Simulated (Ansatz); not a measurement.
# MgSi (P4/mmm): following an unstable mode, part 2 of 2

Aim: this structure of MgSi (P4/mmm) is to be tested for unstable modes, and one is followed downhill.

Ansatz 0.2.0; DFT PBEsol, scalar-relativistic, plane waves, norm-conserving pseudopotentials.

So far, highest frequency on the path or at a solved wavevector (cm⁻¹): step 2 (phonons on a q mesh) 334. Also lowest frequency on the path (cm⁻¹): step 2 -151.

## Step 6: Relaxing from the distorted cell

Starting from the lowest point found, all atoms and the cell are let go, so that strain and other modes of the same symmetry can join in.

The input, input.yaml:

```yaml
crystal:
  lattice:
    - [-2.9379161965, -2.9379161965, 0.0]
    - [-2.9379161965, 2.9379161965, 0.0]
    - [-2.9379161965, 0.0, -3.9576587989]
  atoms:
    - { symbol: Mg, position: [1.0, 0.0, 0.0] }
    - { symbol: Mg, position: [0.5, 0.5, 0.0] }
    - { symbol: Si, position: [0.25, 0.7692546481, 0.5] }
    - { symbol: Si, position: [0.75, 0.2307453519, 0.5] }
kpoints:
  mp_grid: { grid: [10, 10, 10] }
hamiltonian:
  xc: pbesol
  pseudopotentials: { kind: nc }
scf:
  occupations: { method: methfessel_paxton, width: 0.15 }
output:
  forces: true
  stress: true
  eigenvalues: true
relax:
  adjacent_minimum: "off"
  f_tol: 0.002
  max_steps: 120
  cell: { stress_tol: 0.03 }
```

Run with:

```bash
$ ansatz run input.yaml --threads 4 --pin off --max-ram 7168MiB --backend cpu --events-out ev --progress --plain --runs-dir out
```

Numbers of over 12 decimals in the logs are rounded to 6 here.

The program printed:

```text
[...]
Crystal: 4 atoms, lattice volume = 68.320 Å³
Basis set: ecut = 1142.878222 eV, 6009 PW (Γ), exchange–correlation on 96×96×120 points (8 copies of the dense FFT grid, shifted against one another)
Bands: 18, of which v1, the nominal top of the filled ones, is band 14 counted from 1 (13 counted from 0)
Symmetry: 8 space group operations
[...]
k-points: 171 of 1000
[...]
SCF iter   1: F=—  HF=-3457.685890 eV  |F-HF|=—  |Δ(HF+E_count)|=         —  Δρ=2.26e-2  dr2=2.56e-1  ethr=3.10e-3  ⟨swp⟩=5.5  Hψ=15369  notcnv=0
[...]
SCF iter   7: F=-3457.639692 eV  HF=-3457.639692 eV  |F-HF|=5.07e-9  |Δ(HF+E_count)|=   2.97e-8  S|Δr|=    0.00e0  Δρ=6.13e-6  dr2=7.05e-9  ethr=3.57e-10  ⟨swp⟩=5.8  Hψ=14038  notcnv=0
SCF 1 converged in 7 iterations: F = -3457.639692 eV  dr2 = 7.05e-9
relax step   1: F+E_penalty+E_count = -3457.63969194 eV  Δ(F+E_penalty+E_count) = +0.000e0 eV  max|allowed force component| = 1.227e-2 eV/Å  Δτ_max = 0.0000 Å  P = +0.187 GPa  Ω = 68.320 Å³  (7 SCF iters, dr2 threshold 1.00e-7 eV, accepted)
Crystal: 4 atoms, lattice volume = 68.571 Å³
Basis set: ecut = 1142.878222 eV, 5985 PW (Γ), exchange–correlation on 96×96×120 points (8 copies of the dense FFT grid, shifted against one another)
[...]
SCF iter   3: F=-3457.640775 eV  HF=-3457.640775 eV  |F-HF|=3.63e-8  |Δ(HF+E_count)|=   3.02e-6  S|Δr|=    0.00e0  Δρ=1.44e-5  dr2=9.05e-8  ethr=1.43e-9  ⟨swp⟩=4.9  Hψ=15310  notcnv=0
SCF 2 converged in 3 iterations: F = -3457.640775 eV  dr2 = 9.05e-8
relax step   2: F+E_penalty+E_count = -3457.64077534 eV  Δ(F+E_penalty+E_count) = -1.083e-3 eV  max|allowed force component| = 2.970e-2 eV/Å  Δτ_max = 0.0035 Å  P = -0.123 GPa  Ω = 68.571 Å³  energy of the carried Pulay correction = -3.285e-5 eV  (3 SCF iters, dr2 threshold 4.00e-7 eV, accepted)
Crystal: 4 atoms, lattice volume = 68.637 Å³
Basis set: ecut = 1142.878222 eV, 5999 PW (Γ), exchange–correlation on 96×96×120 points (8 copies of the dense FFT grid, shifted against one another)
[...]
SCF iter   5: F=-3457.642073 eV  HF=-3457.642073 eV  |F-HF|=2.68e-10  |Δ(HF+E_count)|=   4.70e-9  S|Δr|=    0.00e0  Δρ=1.22e-6  dr2=7.21e-10  ethr=1.80e-10  ⟨swp⟩=2.5  Hψ=10095  notcnv=0
SCF 3 converged in 5 iterations: F = -3457.642073 eV  dr2 = 7.21e-10
relax step   3: F+E_penalty+E_count = -3457.64207334 eV  Δ(F+E_penalty+E_count) = -1.298e-3 eV  max|allowed force component| = 3.987e-2 eV/Å  Δτ_max = 0.0162 Å  P = -0.161 GPa  Ω = 68.637 Å³  energy of the carried Pulay correction = -4.159e-5 eV  (5 SCF iters, dr2 threshold 1.15e-7 eV, accepted)
[...]
relax step   4: F+E_penalty+E_count = -3457.64229975 eV  Δ(F+E_penalty+E_count) = -2.264e-4 eV  max|allowed force component| = 1.900e-2 eV/Å  Δτ_max = 0.0511 Å  P = +0.104 GPa  Ω = 68.788 Å³  energy of the carried Pulay correction = -6.125e-5 eV  (5 SCF iters, dr2 threshold 4.00e-7 eV, accepted)
[...]
relax step   5: F+E_penalty+E_count = -3457.64511027 eV  Δ(F+E_penalty+E_count) = -2.811e-3 eV  max|allowed force component| = 1.916e-2 eV/Å  Δτ_max = 0.0196 Å  P = -0.007 GPa  Ω = 68.756 Å³  energy of the carried Pulay correction = -5.710e-5 eV  (4 SCF iters, dr2 threshold 4.00e-7 eV, accepted)
[...]
relax step   6: F+E_penalty+E_count = -3457.64673230 eV  Δ(F+E_penalty+E_count) = -1.622e-3 eV  max|allowed force component| = 1.643e-3 eV/Å  Δτ_max = 0.0274 Å  P = +0.032 GPa  Ω = 69.052 Å³  energy of the carried Pulay correction = -9.556e-5 eV  (5 SCF iters, dr2 threshold 2.17e-7 eV, accepted)
[...]
relax step   7: F+E_penalty+E_count = -3457.64675956 eV  Δ(F+E_penalty+E_count) = -2.726e-5 eV  max|allowed force component| = 1.556e-3 eV/Å  Δτ_max = 0.0014 Å  P = +0.008 GPa  Ω = 69.103 Å³  energy of the carried Pulay correction = -1.023e-4 eV  (4 SCF iters, dr2 threshold 2.52e-8 eV, accepted)
[...]
relax step   8: F+E_penalty+E_count = -3457.64676634 eV  Δ(F+E_penalty+E_count) = -6.779e-6 eV  max|allowed force component| = 1.322e-4 eV/Å  Δτ_max = 0.0000 Å  P = -0.005 GPa  Ω = 69.114 Å³  energy of the carried Pulay correction = -1.037e-4 eV  (3 SCF iters, dr2 threshold 1.01e-8 eV, accepted)
[...]
SCF iter   5: F=-3457.647008 eV  HF=-3457.647008 eV  |F-HF|=4.55e-13  |Δ(HF+E_count)|=  1.41e-11  S|Δr|=    0.00e0  Δρ=7.33e-8  dr2=8.61e-13  ethr=1.00e-12  ⟨swp⟩=6.7  Hψ=14728  notcnv=0
SCF 9 converged in 5 iterations: F = -3457.647008 eV  dr2 = 8.61e-13
relax step   9: F+E_penalty+E_count = -3457.64700779 eV  Δ(F+E_penalty+E_count) = -2.415e-4 eV  max|allowed force component| = 1.246e-4 eV/Å  Δτ_max = 0.0000 Å  P = +0.010 GPa  Ω = 69.114 Å³  stress off target by 1.96e-2 GPa  SCF on the basis re-selected at this cell (its energy is not comparable with the rows above)  (5 SCF iters)
basis re-selected at this cell: Δ(F+E_penalty+E_count) = -2.415e-4 eV, ΔP = +0.015 GPa vs the last step (what re-selecting the basis moved, of the pressure what is left beyond the Pulay correction that the steps carried, after the strain that the cell walked since its last selection, with what the two solves' SCF thresholds leave and, on support functions, any second-order correction that the steps lacked; it is no m [...]
SCF converged after 5 iterations
[...]
Free energy (F): -3457.647008 eV
[...]
Internal energy: -3457.647153 eV  (E = F + TS)
E sigma→0 (E₀):  -3457.647044 eV
Entropy (-TS):   0.000145 eV (0.036 meV/atom)
Fermi energy:    8.356592 eV
[...]
--- Forces (eV/Å), atoms counted from 1 ---
  atom   1  Mg     0.00000000     0.00000000     0.00000000
  atom   2  Mg     0.00000000    -0.00000000     0.00000000
  atom   3  Si     0.00012457    -0.00012457     0.00000000
  atom   4  Si    -0.00012457     0.00012457     0.00000000
  max |Σ_I F_I| component: 0.00e0 eV/Å
--- Stress (GPa, compression-positive) ---
        0.006215      -0.013360       0.000000
       -0.013360       0.006215      -0.000000
        0.000000      -0.000000       0.016738
  P = ⅓ Tr σ = 0.0097 GPa (0.097 kbar)
--- Band table (eV; the first three rows and the last of 171) ---
  k-point 0: bands = [... 10 lower, 5.6141, 5.8185, 5.9545, 7.6370, 7.8163, 9.1422, 9.3690, 9.6548]
  k-point 1: bands = [... 10 lower, 4.7315, 5.8533, 5.8802, 7.9479, 8.5920, 9.0345, 9.7896, 9.9149]
  k-point 2: bands = [... 10 lower, 4.3993, 5.6264, 5.6280, 8.6956, 8.8053, 9.8370, 10.6164, 11.0514]
  k-point 170: bands = [... 10 lower, 2.8450, 3.0849, 5.5458, 6.5075, 7.9412, 8.9998, 13.6187, 14.7912]
--- Relaxed structure (8 steps of the walk, 8 accepted, 1 SCFs on fresh bases) ---
  F+E_penalty+E_count = -3457.64700779 eV   max|allowed force component| = 1.246e-4 eV/Å   (the final SCF, on the basis selected at the relaxed cell)
  cell:  # Å, volume = 69.1145 Å³
    - [-2.888184, -2.888184, 0.0]
    - [-2.977619, 2.977619, 0.0]
    - [-2.932902, 0.044718, -4.018324]
  atoms:
    - { symbol: Mg, position: [1.0, 0, 0] }
    - { symbol: Mg, position: [0.5, 0.500000, 0] }
    - { symbol: Si, position: [0.250000, 0.788484, 0.500000] }
    - { symbol: Si, position: [0.75, 0.211516, 0.500000] }
```

It took 74 s on 4 threads of Arm Neoverse V2, shared host; peak memory 0.97 GiB; 4.9 min of CPU time.

The steps of the relaxation:

```tsv
step	energy less that of the first step (eV)	largest force component (eV/Å)	pressure (GPa)	volume (Å³)
1	0.0000	0.0123	0.19	68.32
2	-0.0011	0.0297	-0.12	68.57
3	-0.0024	0.0399	-0.16	68.64
4	-0.0026	0.0190	0.10	68.79
5	-0.0054	0.0192	-0.01	68.76
6	-0.0070	0.0016	0.03	69.05
7	-0.0071	0.0016	0.01	69.10
8	-0.0071	0.0001	-0.01	69.11
9*	-0.0073	0.0001	0.01	69.11
```

Relaxation steps marked * repeat the geometry before them on a plane-wave basis chosen anew for their cell, so energy and pressure can jump there.

Forces are held to the 8 operations that the run works with; a distortion that breaks them can't arise in this run.

```tsv
conventional cell, symmetrised	before	after	change
a (Å)	4.155	4.085	-1.7 %
b (Å)	7.915	8.037	+1.5 %
c (Å)	4.155	4.211	+1.4 %
volume (Å³/atom)	17.08	17.28	+1.2 %
```

The atoms that moved most (Å, as changes of fractional coordinates times the final cell):

```tsv
atom	dx	dy	dz	length
Si3	-0.057	0.057	0.000	0.081
Si4	0.057	-0.057	0.000	0.081
```

The relaxed structure:

```cif
data_structure
_symmetry_space_group_name_H-M 'P 1'
_symmetry_Int_Tables_number 1
_cell_length_a 4.0845
_cell_length_b 4.2110
_cell_length_c 4.9750
_cell_angle_alpha 64.962
_cell_angle_beta 65.764
_cell_angle_gamma 90.000
_cell_volume 69.11
loop_
_atom_site_label
_atom_site_type_symbol
_atom_site_fract_x
_atom_site_fract_y
_atom_site_fract_z
_atom_site_occupancy
Mg1 Mg 0.00000 0.00000 0.00000 1
Mg2 Mg 0.50000 0.50000 0.00000 1
Si3 Si 0.25000 0.78848 0.50000 1
Si4 Si 0.75000 0.21152 0.50000 1
```

Numbers from this step:

* pressure: 0.009723 GPa
* volume per atom: 17.28 Å³

The distorted start has space group Imma; the relaxation ends in Imma.

## Step 7: The new phase in its own primitive cell

The relaxed structure is symmetrised, reduced to its primitive cell and relaxed tightly, as its phonons need.

input.yaml, the sections that differ from step 6:

```yaml
crystal:
  lattice:
    - [-2.0422544641, 4.0183244125, 2.1054948072]
    - [2.0422544641, -4.0183244125, 2.1054948072]
    - [2.0422544641, 4.0183244125, -2.1054948072]
  atoms:
    - { symbol: Mg, position: [0.0, 0.0, 0.0] }
    - { symbol: Mg, position: [0.5, 0.0, 0.5] }
    - { symbol: Si, position: [0.2884844047, 0.5384844047, 0.75] }
    - { symbol: Si, position: [0.7115155953, 0.4615155953, 0.25] }
kpoints:
  mp_grid: { grid: [14, 14, 14] }
relax:
  adjacent_minimum: "off"
  f_tol: 0.001
  max_steps: 60
  cell: { stress_tol: 0.01 }
# hamiltonian, scf, output: as in step 6
```

The program printed:

```text
[...]
Crystal: 4 atoms, lattice volume = 69.114 Å³
Basis set: ecut = 1142.878222 eV, 6071 PW (Γ), exchange–correlation on 120×120×120 points (8 copies of the dense FFT grid, shifted against one another)
Bands: 18, of which v1, the nominal top of the filled ones, is band 14 counted from 1 (13 counted from 0)
Symmetry: 8 space group operations
[...]
k-points: 428 of 2744
[...]
--- Relaxed structure (6 steps of the walk, 6 accepted, 1 SCFs on fresh bases) ---
[...]
cell:  # Å, volume = 69.0257 Å³
    - [-2.043475, 4.018221, 2.101588]
    - [2.043475, -4.018221, 2.101588]
    - [2.043475, 4.018221, -2.101588]
  atoms:
    - { symbol: Mg, position: [0.0, 0.0, 0.0] }
    - { symbol: Mg, position: [0.500000, 0.0, 0.500000] }
    - { symbol: Si, position: [0.286067, 0.536067, 0.75] }
    - { symbol: Si, position: [0.713933, 0.463933, 0.25] }
[key lines of the parts left out:]
SCF converged after 5 iterations
Free energy (F): -3457.643218 eV
Fermi energy:    8.379672 eV
P = ⅓ Tr σ = -0.0014 GPa (-0.014 kbar)
```

Run time: 2.4 min. Hardware: 4 threads; peak memory 1.8 GiB; 9.4 min of CPU time.

Relaxation path:

```tsv
step	energy less that of the first step (eV)	largest force component (eV/Å)	pressure (GPa)	volume (Å³)
1	0.0000	0.0282	0.03	69.11
2	-0.0002	0.0069	0.02	69.06
3	-0.0002	0.0023	0.00	69.07
4	-0.0002	0.0015	-0.01	69.05
5	-0.0003	0.0008	0.00	69.03
6	-0.0003	0.0000	0.00	69.03
7*	-0.0003	0.0000	0.00	69.03
```

Relaxation steps marked * repeat the geometry before them on a plane-wave basis chosen anew for their cell, so energy and pressure can jump there.

The run keeps the 8 symmetry operations that it works with, so distortions that break them were not tested.

```tsv
conventional cell, symmetrised	before	after	change
a (Å)	4.085	4.087	+0.1 %
b (Å)	8.037	8.036	-0.0 %
c (Å)	4.211	4.203	-0.2 %
volume (Å³/atom)	17.28	17.26	-0.1 %
```

The atoms that moved most (Å, as changes of fractional coordinates times the final cell):

```tsv
atom	dx	dy	dz	length
Si4	0.000	0.000	0.010	0.010
Si3	0.000	0.000	-0.010	0.010
```

The relaxed structure:

```xyz
4
Lattice="-2.0435 4.0182 2.1016 2.0435 -4.0182 2.1016 2.0435 4.0182 -2.1016" Properties=species:S:1:pos:R:3 pbc="T T T"
Mg    0.0000    0.0000    0.0000
Mg    0.0000    4.0182    0.0000
Si    2.0435    2.0091    0.1516
Si    0.0000    2.0091    1.9500
```

Numbers from this step:

```yaml
pressure: -0.001359 GPa
volume_per_atom: 17.26 Å³
```

The largest force component left is 0.0095 meV/Å and the pressure is -0.001 GPa, within the tolerances set. The cell now holds 17.26 Å³/atom.

## Step 8: Modes of the new phase, k-mesh 14×14×14

A relaxed structure may still be a saddle point, so its zone-centre modes are computed. No field response is asked, since the mesh shows no gap.

input.yaml, the sections that differ from step 7:

```yaml
crystal:
  lattice:
    - [-2.04347529, 4.0182211807, 2.1015884712]
    - [2.04347529, -4.0182211807, 2.1015884712]
    - [2.04347529, 4.0182211807, -2.1015884712]
  atoms:
    - { symbol: Mg, position: [0.0, 0.0, 0.0] }
    - { symbol: Mg, position: [0.5, 0.0, 0.5] }
    - { symbol: Si, position: [0.2860673475, 0.5360673475, 0.75] }
    - { symbol: Si, position: [0.7139326525, 0.4639326525, 0.25] }
output:
  eigenvalues: true
phonons:
  method: dfpt
# kpoints, hamiltonian, scf: as in step 7
# relax: removed
```

The program printed:

```text
zone centre: on kpoints.mp_grid the ground state, and the responses unless they are solved on pairs of k-points, stand on 744 of the mesh's 2744 k-points, reduced under 2 symmetry operations, with k and −k counted as one. Each operation leaves every solved displacement unchanged or reverses it
[...]
Crystal: 4 atoms, lattice volume = 69.026 Å³
Basis set: ecut = 1142.878222 eV, 6059 PW (Γ), exchange–correlation on 120×120×120 points (8 copies of the dense FFT grid, shifted against one another)
Bands: 18, of which v1, the nominal top of the filled ones, is band 14 counted from 1 (13 counted from 0)
Symmetry: 8 space group operations
k-points: 744 of 2744 (irreducible under 2 space group operations, time reversal used)
[...]
SCF iter   1: F=—  HF=-3457.702124 eV  |F-HF|=—  |Δ(HF+E_count)|=         —  Δρ=2.31e-2  dr2=2.94e-1  ethr=3.10e-3  ⟨swp⟩=5.5  Hψ=67251  notcnv=0
[...]
SCF iter   9: F=-3457.643218 eV  HF=-3457.643218 eV  |F-HF|=2.73e-12  |Δ(HF+E_count)|=  3.09e-11  S|Δr|=    0.00e0  Δρ=8.55e-8  dr2=5.61e-12  ethr=1.00e-12  ⟨swp⟩=6.3  Hψ=64735  notcnv=0
the search or the solves at the SCF's close seem to have found levels that the self-consistency loop had missed (the run counts 1). By its estimate they hold under 1e-12 electrons; where the run keeps them, the occupations were computed again with them
SCF 1 converged in 9 iterations: F = -3457.643218 eV  dr2 = 5.61e-12
DFPT response loops at Γ: preconditioner auto → Kerker (q_TF=auto, 2.347 Å⁻¹) (partly filled bands, converged f_vac=0.000); β = 1.00, the filter's whole step (`scf.mixing.beta` (0.50) is not read by the response loops under this deck's `scf.mixing.preconditioner`; to damp them name `kerker` or `kerker_dos`, under which they read `scf.mixing.beta`, and type it under 1.00, their step now; both keys bind the ground state too); Broyden in place of MSR1
SCF converged after 9 iterations
[...]
Free energy (F): -3457.643218 eV
[...]
Internal energy: -3457.644279 eV  (E = F + TS)
E sigma→0 (E₀):  -3457.643484 eV
Entropy (-TS):   0.001060 eV (0.265 meV/atom)
Fermi energy:    8.379672 eV
[...]
--- Band table (eV; the first three rows and the last of 744) ---
  k-point 0: bands = [... 10 lower, 5.6358, 5.8415, 5.9762, 7.6452, 7.8119, 9.1951, 9.3867, 9.6558]
  k-point 1: bands = [... 10 lower, 5.4726, 5.9447, 6.1976, 7.4395, 7.9865, 9.4560, 9.4784, 9.8049]
  k-point 2: bands = [... 10 lower, 5.2206, 6.0793, 6.4789, 6.9783, 8.4457, 9.7539, 10.1027, 10.1906]
  k-point 743: bands = [... 10 lower, 3.8260, 5.1189, 5.1961, 8.3248, 11.1979, 12.9624, 13.4207, 13.7191]
--- Phonons (Γ-DFPT): 6 representative perturbations + reference, on 744 of 2744 k-points (Σ response iterations 21) ---
  k mesh reduced under 2 symmetry operations, with k and −k counted as one. Each operation leaves every solved displacement unchanged or reverses it
  ASR residual: 8.612e-4 → 0.000e0 eV/Å²; symmetrization residual: 3.392e-5 eV/Å²
  ASR residual per site (eV/Å²): 8.61e-4 8.61e-4 2.87e-5 2.87e-5
  Γ frequencies (cm⁻¹): 0.00 0.00 0.00 114.82 120.35 179.88 197.73 239.74 257.95 258.76 290.75 331.02
  non-analytic LO–TO correction: not included (Born effective charges unavailable; polar crystals: no LO–TO splitting at Γ)
```

Elapsed: 9.1 min, on 4 threads; peak memory 4.4 GiB; 36 min of CPU time.

Numbers from this step:

```yaml
sum_rule_residual_before_enforcement: 8.61e-4 eV/Å²
point_group: mmm
highest_optical_mode_at_the_zone_centre_no_lo_to_term: 331.0 cm⁻¹
lowest_optical_zone_centre_mode: 114.8 cm⁻¹
```

Patterns of degenerate modes are one choice out of their space. Modes at Γ, with each element's share of the kinetic energy:

```tsv
mode	frequency (cm⁻¹)	symmetry	Mg %	Si %
1	0.0	acoustic	46	54
2	0.0	acoustic	46	54
3	0.0	acoustic	46	54
4	114.8	B2g	0	100
5	120.3	B1u	76	24
6	179.9	Ag	0	100
7	197.7	B3u	54	46
8	239.7	B1u	78	22
9	257.9	B2u	79	21
10	258.8	B3g	0	100
11	290.8	Au	100	0
12	331.0	B2u	75	25
```

Displacements in mode 4 (114.8 cm⁻¹), the largest set to 1:
```
Mg1  0.00  0.00  0.00
Mg2  0.00  0.00  0.00
Si3  1.00  0.00  0.00
Si4 -1.00  0.00  0.00
```

Displacements in mode 8 (239.7 cm⁻¹), the largest set to 1:
```
Mg1  0.00  1.00  0.70
Mg2  0.00 -1.00  0.70
Si3  0.00  0.00 -0.61
Si4  0.00  0.00 -0.61
```

Before it was imposed, the acoustic sum rule was missed by 8.6e-4 eV/Å². Small misses are needed for a sound result but don't prove that mesh and cutoff are converged. The lowest optical mode is real, 115 cm⁻¹.

## Step 9: Results

```json
{
 "unstable mode of the parent": "q = (-0.5, -0.5, -0.5), 151i cm⁻¹",
 "depth at the lowest point sampled": "0.619 meV/atom",
 "largest atomic shift at that point": "0.08 Å",
 "space group reached (within 0.01 Å)": "Imma",
 "energy gained over the parent (first relaxation, on the mesh of the frozen mode)": "2.48 meV/atom",
 "volume per atom, phase reached": "17.3 Å³",
 "lowest optical zone-centre mode, phase reached": "115 cm⁻¹",
 "highest optical mode at the zone centre (no LO-TO term), phase reached": "331 cm⁻¹"
}
```

Along this mode the structure falls into Imma, 2.48 meV/atom below the parent. At the parent's cell the well is 0.619 meV/atom deep on the steps tried, with its lowest point at a shift of 0.08 Å. Relaxing atoms and cell changes the gain by +1.86 meV/atom against the lowest step (energies at zero smearing). Most of the total comes from this relaxation. The new phase has no imaginary mode at the zone centre of its cell; other wavevectors were not checked. How so shallow a well moves with the k mesh was not tested. Of the 4 patterns followed to their end from this parent, this one ends 29.9 meV/atom above the lowest, Cmmm. Another end point lies within 1 meV/atom; how such a difference moves with mesh and cutoff was not tested. Each path keeps the symmetry of its pattern, so a lower phase may lie along a pattern not tried. The q mesh stands for a supercell only 5.9 Å across, so branches between the solved wavevectors are rough. With no gap, or one that is small against the smearing, the frequencies hang on the k mesh and the smearing, most of all near Kohn anomalies.

[Logs are printed without paths, hosts, clocks, repeated set-up lines and the standing remarks that a program may print on its own settings, such as how far it seeks lower states.]

[Hosts, paths, dates, database ids (printed as entryN), source tags and the programs' standing remarks are cut or masked in the printed files.]
